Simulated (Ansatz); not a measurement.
# NaSnF3 (model cell, started as cubic perovskite with Sn in the octahedra): a soft mode frozen in

Which phase does NaSnF3 (model cell, started as cubic perovskite with Sn in the octahedra) fall into along its unstable mode, and how much energy does it gain?

Calculated with Ansatz 0.2.0; DFT LDA, scalar-relativistic, plane waves, PAW; PAW set soft_1.

This is a report of a sequence of runs, with most program output left out.

The structure was built from a prototype and need not be the compound's stable phase.

**1. Starting point**

The structure is cubic, space group Pm-3m (No. 221). The conventional cell has a = 4.550 Å, b = 4.550 Å, c = 4.550 Å, α = 90.00°, β = 90.00°, γ = 90.00°. Nearest to Na lie 12 F at 3.22 Å. Nearest to Sn lie 6 F at 2.27 Å. Nearest to F lie 2 Sn at 2.27 Å. Farther neighbours and most contacts between anions are not listed.

**2. Response at finite wavevector**

The cell comes from relaxations at this level that are not shown. Stability and thermal properties need the whole zone. Linear response on a 2×2×2 q mesh gives force constants as far as a supercell of that size would, and the tensors from the zone-centre run are typed in so that the long-range dipole term is interpolated apart.

File input.yaml:

```yaml
crystal:
  lattice:
    - [4.549909941, 0.0, 0.0]
    - [0.0, 4.549909941, 0.0]
    - [0.0, 0.0, 4.549909941]
  atoms:
    - { symbol: Na, position: [0.0, 0.0, 0.0] }
    - { symbol: Sn, position: [0.5, 0.5, 0.5] }
    - { symbol: F, position: [0.5, 0.5, 0.0] }
    - { symbol: F, position: [0.5, 0.0, 0.5] }
    - { symbol: F, position: [0.0, 0.5, 0.5] }
kpoints:
  mp_grid: { grid: [12, 12, 12] }
hamiltonian:
  xc: lda
  pseudopotentials: { kind: paw, azcp: { folder: soft_1 }, xc_functional: pbe }
scf:
  occupations: { method: fixed }
output:
  eigenvalues: true
phonons:
  method: dfpt
  qmesh: [2, 2, 2]
  temperatures: { t_max: 1000, t_step: 50 }
  qpath:
    path:
      - [[0.0, 0.0, 0.0], [0.0, 0.5, 0.0], [0.5, 0.5, 0.0], [0.0, 0.0, 0.0], [0.5, 0.5, 0.5], [0.0, 0.5, 0.0]]
      - [[0.5, 0.5, 0.5], [0.5, 0.5, 0.0]]
    npoints: 10
  non_analytic_term:
    high_frequency_dielectric_tensor: [[4.0829, 0.0, 0.0], [0.0, 4.0829, 0.0], [0.0, 0.0, 4.0829]]
    born_effective_charges:
      - { species: Na, tensor: [[1.2732, 0.0, 0.0], [0.0, 1.2732, 0.0], [0.0, 0.0, 1.2732]] }
      - { species: Sn, tensor: [[3.4305, 0.0, 0.0], [0.0, 3.4305, 0.0], [0.0, 0.0, 3.4305]] }
      - { species: F, tensor: [[-0.2891, 0.0, 0.0], [0.0, -0.2891, 0.0], [0.0, 0.0, -4.1255]] }
      - { species: F, tensor: [[-0.2891, 0.0, 0.0], [0.0, -4.1255, 0.0], [0.0, 0.0, -0.2891]] }
      - { species: F, tensor: [[-4.1255, 0.0, 0.0], [0.0, -0.2891, 0.0], [0.0, 0.0, -0.2891]] }
    source: "zone-centre run at this cell"
```

Started as:

```bash
$ ansatz run input.yaml --threads 4 --pin off --max-ram 16384MiB --backend cpu --events-out ev --progress --plain --runs-dir out
```

It took 6.3 min on 4 threads of Arm Neoverse V2, shared host; peak memory 2.1 GiB; 25 min of CPU time.

This step gave:

```yaml
gap_on_the_k_mesh: 0.4327 eV
volume_per_atom: 18.84 Å³
sum_rule_residual_before_enforcement: 4.54e-5 eV/Å²
lowest_frequency_on_the_path: -192.9 cm⁻¹
point_group: m-3m
highest_frequency_on_the_path_or_at_a_solved_wavevector: 394.6 cm⁻¹
highest_optical_mode_at_the_zone_centre_no_lo_to_term: 155.8 cm⁻¹
lowest_optical_zone_centre_mode: -192.8 cm⁻¹
lowest_mode_on_the_q_mesh_acoustic_modes_at_gamma_apart: -192.8 cm⁻¹
```

Frequencies (cm⁻¹) solved at each irreducible wavevector; negative means imaginary. Frequencies by wavevector, by row:

```tsv
q in reciprocal lattice units	star	mode 1	mode 2	mode 3	mode 4	mode 13	mode 14	mode 15
0 0 0	1	-192.8	-192.8	-192.8	-99.8	155.8	155.8	155.8
0 0 -0.5	3	-164.3	-164.3	-124.5	-124.5	134.2	190.4	394.6
0 -0.5 -0.5	3	-137.8	-137.8	-127.2	-115.3	190.6	336.3	391.3
-0.5 -0.5 -0.5	1	-132.6	-132.6	-132.6	-127.6	336.1	336.1	377.6
```

Interpolated from a 2×2×2 q mesh, with the LO-TO term (at Γ the limit along the path; where Γ stands inside the path, tables give the limit on arrival). The phonon branches at the labelled points (cm⁻¹):

```tsv
point	branch 1	branch 2	branch 3	branch 4	branch 12	branch 13	branch 14	branch 15
Γ	-193	-193	-178	-100	80	156	156	375
halfway	-181	-181	-137	-109	136	148	148	385
X	-164	-164	-125	-125	134	134	190	395
halfway	-146	-135	-126	-114	143	190	250	387
M	-138	-138	-127	-115	191	191	336	391
halfway	-167	-149	-110	-110	140	148	222	366
Γ	-193	-193	-178	-100	80	156	156	375
halfway	-141	-141	-116	-106	144	226	226	350
R	-132	-132	-132	-128	167	336	336	378
halfway	-131	-127	-123	-121	186	230	260	378
X	-164	-164	-125	-125	134	134	190	395
jump to R	-132	-132	-132	-128	167	336	336	378
halfway	-134	-134	-127	-116	183	239	336	381
M	-138	-138	-127	-115	191	191	336	391
```

Symmetry leaves 4 wavevectors to solve. The lowest mode among them, the acoustic zeros apart, lies at Γ and is imaginary, 192.8i cm⁻¹, so the energy falls along it.

**3. The mode frozen in, largest atomic shift 0 Å**

The mode followed lies at Γ with frequency 192.9i cm⁻¹ and is 3-fold degenerate, the softest among the wavevectors solved. At small amplitude the distorted cell has space group no. 160 by a symmetry search on the positions. The undistorted cell that holds it gives the zero of energy on the same k mesh.

input.yaml, the sections that differ from step 2:

```yaml
scf:
  occupations: { method: gaussian, width: 0.02 }
output:
  forces: true
  stress: true
  eigenvalues: true
# crystal, kpoints, hamiltonian: as in step 2
# phonons: removed
```

Elapsed: 3.5 s, on 4 threads; peak memory 0.45 GiB; 13 s of CPU time.

Numbers from this step:

```
pressure                         : -0.007401 GPa
energy from the undistorted cell : 0 meV/atom
```

At this level the gap is 0.43 eV on the k-mesh of the self-consistent run, which can miss the band edges.

**4. The mode frozen in, largest atomic shift 0.32 Å**

The atoms are moved along the unstable eigenvector, the largest shift by 0.32 Å, with the cell fixed.

input.yaml, the sections that differ from step 3:

```yaml
crystal:
  lattice:
    - [4.549909941, 0.0, 0.0]
    - [0.0, 4.549909941, 0.0]
    - [0.0, 0.0, 4.549909941]
  atoms:
    - { symbol: Na, position: [0.017879233, -0.017879233, -0.017879233] }
    - { symbol: Sn, position: [0.50132456, 0.49867544, 0.49867544] }
    - { symbol: F, position: [0.4621958859, 0.5378041141, -0.0456963483] }
    - { symbol: F, position: [0.4621958859, -0.0456963483, 0.5378041141] }
    - { symbol: F, position: [0.0456963483, 0.5378041141, 0.5378041141] }
# kpoints, hamiltonian, scf, output: as in step 3
```

The job ended after 13 s (4 threads; peak memory 0.6 GiB; 51 s of CPU time).

Numbers from this step:

* pressure: 0.4175 GPa
* gap on the k-mesh: 1.786 eV
* energy from the undistorted cell: -37.95 meV/atom

The energy, extrapolated to zero smearing, is -37.95 meV/atom against the undistorted cell.

The run ends at a pressure of 0.42 GPa, with forces up to 0.49 eV/Å.

**5. Energy along the mode, all amplitudes (two of the runs are shown above)**

An imaginary frequency means negative curvature, so the energy should fall and then rise again as anharmonic terms take over.

Numbers from this step:

| Quantity | Value |
| --- | --- |
| depth at the lowest point sampled | 37.95 meV/atom |
| largest atomic shift at that point | 0.32 Å |

Table of energy from the parent by largest atomic shift:

```tsv
largest atomic shift (Å)	energy from the parent (meV/atom)
0.000	0
0.040	-1.33
0.080	-5.13
0.140	-14.2
0.220	-28.3
0.320	-37.9
0.450	-9.63
0.600	144
```

Displacement at unit largest shift by atom:

```tsv
atom	x (Å)	y (Å)	z (Å)	size
Na1	0.25	-0.25	-0.25	0.44
Sn2	0.02	-0.02	-0.02	0.03
F3	-0.54	0.54	-0.65	1.00
F4	-0.54	-0.65	0.54	1.00
F5	0.65	0.54	0.54	1.00
```

The lowest of the steps tried is at 0.32 Å, 37.9 meV/atom below the parent; the bottom of the well need not coincide with a step.

**6. Relaxing from the distorted cell**

Starting from the lowest point found, all atoms and the cell are let go, so that strain and other modes of the same symmetry can join in.

Changes to input.yaml since step 4:

```diff
@@ -17,3 +17,3 @@
 scf:
-  occupations: { method: gaussian, width: 0.02 }
+  occupations: { method: fixed }
 output:
@@ -22 +22,6 @@
   eigenvalues: true
+relax:
+  adjacent_minimum: "off"
+  f_tol: 0.002
+  max_steps: 120
+  cell: { stress_tol: 0.03 }
```

Elapsed: 3.8 min, on 4 threads; peak memory 0.74 GiB.

Relaxation path:

```tsv
step	energy less that of the first step (eV)	largest force component (eV/Å)	pressure (GPa)	volume (Å³)
1	0.0000	0.3023	0.42	94.19
2	-0.2507	0.3350	-0.27	94.38
3	-0.5155	0.2119	-0.24	92.77
4	-0.4727	0.7365	1.64	91.32
5	-0.5688	0.1901	-0.21	91.78
6	-0.6040	0.1390	-0.26	90.20
7	-0.6551	0.1671	-0.49	87.51
8	-0.7097	0.0372	-0.75	84.12
9	-0.7174	0.1467	0.72	81.72
10	-0.7184	0.0228	-0.06	82.41
11	-0.7187	0.0166	0.05	82.35
12	-0.7190	0.0013	0.01	82.31
13*	-0.7317	0.0013	0.21	82.31
14	-0.7330	0.0053	0.09	82.57
15	-0.7325	0.0008	-0.02	82.79
16*	-0.7340	0.0007	0.01	82.79
17	-0.7339	0.0004	0.00	82.81
18*	-0.7340	0.0004	0.00	82.81
```

Relaxation steps marked * repeat the geometry before them on a plane-wave basis chosen anew for their cell, so energy and pressure can jump there. Relaxation step 4 was tried and not accepted.

The run keeps the 6 symmetry operations that it works with, so distortions that break them were not tested.

```tsv
cell as run	before	after	change
a (Å)	4.550	4.442	-2.4 %
b (Å)	4.550	4.442	-2.4 %
c (Å)	4.550	4.442	-2.4 %
α (°)	90.00	100.29	+11.4 %
β (°)	90.00	79.71	-11.4 %
γ (°)	90.00	79.71	-11.4 %
volume (Å³/atom)	18.84	16.56	-12.1 %
```

The atoms that moved most (Å, as changes of fractional coordinates times the final cell):

```tsv
atom	dx	dy	dz	length
Sn2	0.135	-0.135	-0.135	0.234
F3	-0.120	0.120	-0.023	0.172
F4	-0.120	-0.023	0.120	0.172
F5	0.023	0.120	0.120	0.172
Na1	0.083	-0.083	-0.083	0.143
```

Final coordinates:

```xyz
5
Lattice="4.4019 0.4203 0.4203 0.4203 4.4019 -0.4203 0.4203 -0.4203 4.4019" Properties=species:S:1:pos:R:3 pbc="T T T"
Na    0.1463   -0.1463   -0.1463
Sn    2.7608    2.0614    2.0614
F     2.1210    2.7011   -0.2560
F     2.1210   -0.2560    2.7011
F     0.6763    2.2808    2.2808
```

This step gave:

* pressure: 0.002179 GPa
* gap on the k-mesh: 3.621 eV
* volume per atom: 16.56 Å³

The distorted start has space group R3m; the relaxation ends in R3m.

**7. The new phase in its own primitive cell**

The relaxed structure is symmetrised, reduced to its primitive cell and relaxed tightly, as its phonons need.

input.yaml, the sections that differ from step 6:

```yaml
crystal:
  lattice:
    - [3.4097632803, 1.9686277478, 2.0561256106]
    - [-3.4097632803, 1.9686277478, 2.0561256106]
    - [0.0, -3.9372554955, 2.0561256106]
  atoms:
    - { symbol: Na, position: [0.0410939385, 0.0410939385, 0.0410939385] }
    - { symbol: Sn, position: [0.5391927911, 0.5391927911, 0.5391927911] }
    - { symbol: F, position: [0.4319251759, 0.0451548317, 0.4319251759] }
    - { symbol: F, position: [0.0451548317, 0.4319251759, 0.4319251759] }
    - { symbol: F, position: [0.4319251759, 0.4319251759, 0.0451548317] }
kpoints:
  mp_grid: { grid: [6, 6, 6] }
relax:
  adjacent_minimum: "off"
  f_tol: 0.001
  max_steps: 60
  cell: { stress_tol: 0.01 }
# hamiltonian, scf, output: as in step 6
```

Elapsed: 4.6 s, on 4 threads; peak memory 0.42 GiB.

Little changed from the start: no atom moved by 0.005 Å and no cell edge by 0.1 %.

This step gave:

```yaml
pressure: 0.002311 GPa
gap_on_the_k_mesh: 3.632 eV
direct_gap_on_mesh: 4.174 eV
```

The largest force component left is 0.69 meV/Å and the pressure is 0.002 GPa, within the tolerances set. The cell now holds 16.56 Å³/atom.

**8. Modes of the new phase, k-mesh 6×6×6**

A relaxed structure may still be a saddle point, so its zone-centre modes are computed. The response to a homogeneous field gives the Born charges and the dielectric tensor.

Changes to input.yaml since step 7:

```diff
@@ -19,9 +19,6 @@
 output:
-  forces: true
-  stress: true
   eigenvalues: true
-relax:
-  adjacent_minimum: "off"
-  f_tol: 0.001
-  max_steps: 60
-  cell: { stress_tol: 0.01 }
+phonons:
+  method: dfpt
+  dielectric: true
+  rigid_motions: translations
```

Wall time 80 s (4 threads); peak memory 1.2 GiB.

Numbers from this step:

```yaml
sum_rule_residual_before_enforcement: 2.88e-4 eV/Å²
miss_of_the_charge_sum_rule: 0.002391 e
estimated_error_of_the_dielectric_tensor: 0.006485
estimated_error_of_the_born_charges: 0.01601 e
point_group: 3m
highest_optical_mode_at_the_zone_centre_no_lo_to_term: 362.3 cm⁻¹
lowest_optical_zone_centre_mode: 78.46 cm⁻¹
mean_high_frequency_dielectric_constant: 2.929
largest_born_charge_third_of_the_trace: 3.067 e
mean_static_dielectric_constant: 10.85
top_of_the_zone_centre_spectrum_with_the_field: 446.4 cm⁻¹
```

Without the LO-TO term. Patterns of degenerate modes are one choice out of their space. The modes at Γ (shares of kinetic energy by element, %):

```tsv
mode	frequency (cm⁻¹)	symmetry	Na %	Sn %	F %
1	0.0	acoustic	12	60	29
2	0.0	acoustic	12	60	29
3	0.0	acoustic	12	60	29
4	78.5	E	74	9	17
5	78.5	E	74	9	17
6	103.0	A2	0	0	100
7	146.8	E	0	28	71
8	146.8	E	0	28	71
9	225.8	E	13	0	86
10	225.8	E	13	0	86
11	245.8	A1	73	16	11
12	275.3	E	0	3	97
13	275.3	E	0	3	97
14	289.0	A1	10	19	72
15	362.3	A1	6	6	89
```

Displacements in mode 5 (78.5 cm⁻¹), the largest set to 1:
```
Na1  0.01  1.00  0.00
Sn2  0.00 -0.15  0.00
F3  -0.19 -0.20 -0.13
F4   0.19 -0.19 -0.13
F5   0.00  0.14  0.26
```

Displacements in mode 12 (275.3 cm⁻¹), the largest set to 1:
```
Na1  0.08 -0.05  0.00
Sn2  0.11 -0.06  0.00
F3  -0.85  0.49  1.00
F4  -0.26 -0.55 -0.51
F5   0.35  0.48 -0.49
```

Optical modes at the zone centre, without and with the macroscopic field of the longitudinal modes; each column is sorted by frequency, so a row need not hold one and the same mode. Modes with and without the field, by row:

```tsv
rank among optical modes	no field (cm⁻¹)	q along (1, 0, 0) (cm⁻¹)	q along (0, 0, 1) (cm⁻¹)
1	78.5	78.5	78.5
2	78.5	82.9	78.5
3	103	103	103
4	146.8	146.8	146.8
5	146.8	179.7	146.8
6	225.8	225.8	225.8
7	225.8	234.5	225.8
8	245.8	245.8	249.8
9	275.3	275.3	275.3
10	275.3	289	275.3
11	289	362.3	335.9
12	362.3	432.8	446.4
```

Born charge (rows field, columns displacement) (e), principal values of the symmetric part by kind of site:

```tsv
atom	atoms with these values	low	middle	high	mean
Na1	1	1.04	1.04	1.26	1.11
Sn2	1	2.64	3.28	3.28	3.07
F3	3	-2.72	-0.82	-0.64	-1.39
```

In full for F3:

```
-1.84  0.70  0.81
 0.70 -1.04 -0.47
 0.62 -0.36 -1.30
```

High-frequency dielectric tensor:

```
2.98 0.00 0.00
0.00 2.98 0.00
0.00 0.00 2.83
```

Static dielectric tensor (ions relaxed, fixed cell):

```
13.27  0.00  0.00
 0.00 13.27  0.00
 0.00  0.00  6.00
```

Transverse modes. Infrared lines, with heights relative to the strongest:

```tsv
position (cm⁻¹)	label	relative intensity
78	E	4.6
103	A2	0.0
147	E	48
226	E	18
246	A1	5.6
275	E	100
289	A1	42
362	A1	16
```

Before it was imposed, the acoustic sum rule was missed by 2.9e-4 eV/Å² and the charge sum rule by 0.0024 e. Small misses are needed for a sound result but don't prove that mesh and cutoff are converged. The lowest optical mode is real, 78.5 cm⁻¹.

**9. What came out**

| Quantity | Value |
| --- | --- |
| unstable mode of the parent | q = (0, 0, 0), 193i cm⁻¹ |
| depth at the lowest point sampled | 37.9 meV/atom |
| largest atomic shift at that point | 0.32 Å |
| space group reached (within 0.01 Å) | R3m |
| energy gained over the parent (first relaxation, on the mesh of the frozen mode) | 185 meV/atom |
| volume per atom, phase reached | 16.6 Å³ |
| gap on the k-mesh, phase reached | 3.63 eV |
| lowest optical zone-centre mode, phase reached | 78.5 cm⁻¹ |
| highest optical mode at the zone centre (no LO-TO term), phase reached | 362 cm⁻¹ |

What this shows: Along this mode the structure falls into R3m, 185 meV/atom below the parent. At the parent's cell the well is 37.95 meV/atom deep on the steps tried, with its lowest point at a shift of 0.32 Å. Relaxing atoms and cell changes the gain by +146.80 meV/atom against the lowest step (energies at zero smearing). Most of the total comes from this relaxation. The new phase has no imaginary mode at the zone centre of its cell; other wavevectors were not checked. Of the 6 patterns followed to their end from this parent, this one reaches the lowest energy. Each path keeps the symmetry of its pattern, so a lower phase may lie along a pattern not tried. Spin-orbit coupling is left out, which can matter for the heavy elements here. The PAW files were made for PBE and serve the other functionals too. The starting cell was built on a prototype and not taken from a measurement, so the phase need not exist.

[Logs are printed without paths, hosts, clocks, repeated set-up lines and the standing remarks that a program may print on its own settings, such as how far it seeks lower states.]

[Hosts, paths, dates, database ids (printed as entryN), source tags and the programs' standing remarks are cut or masked in the printed files.]
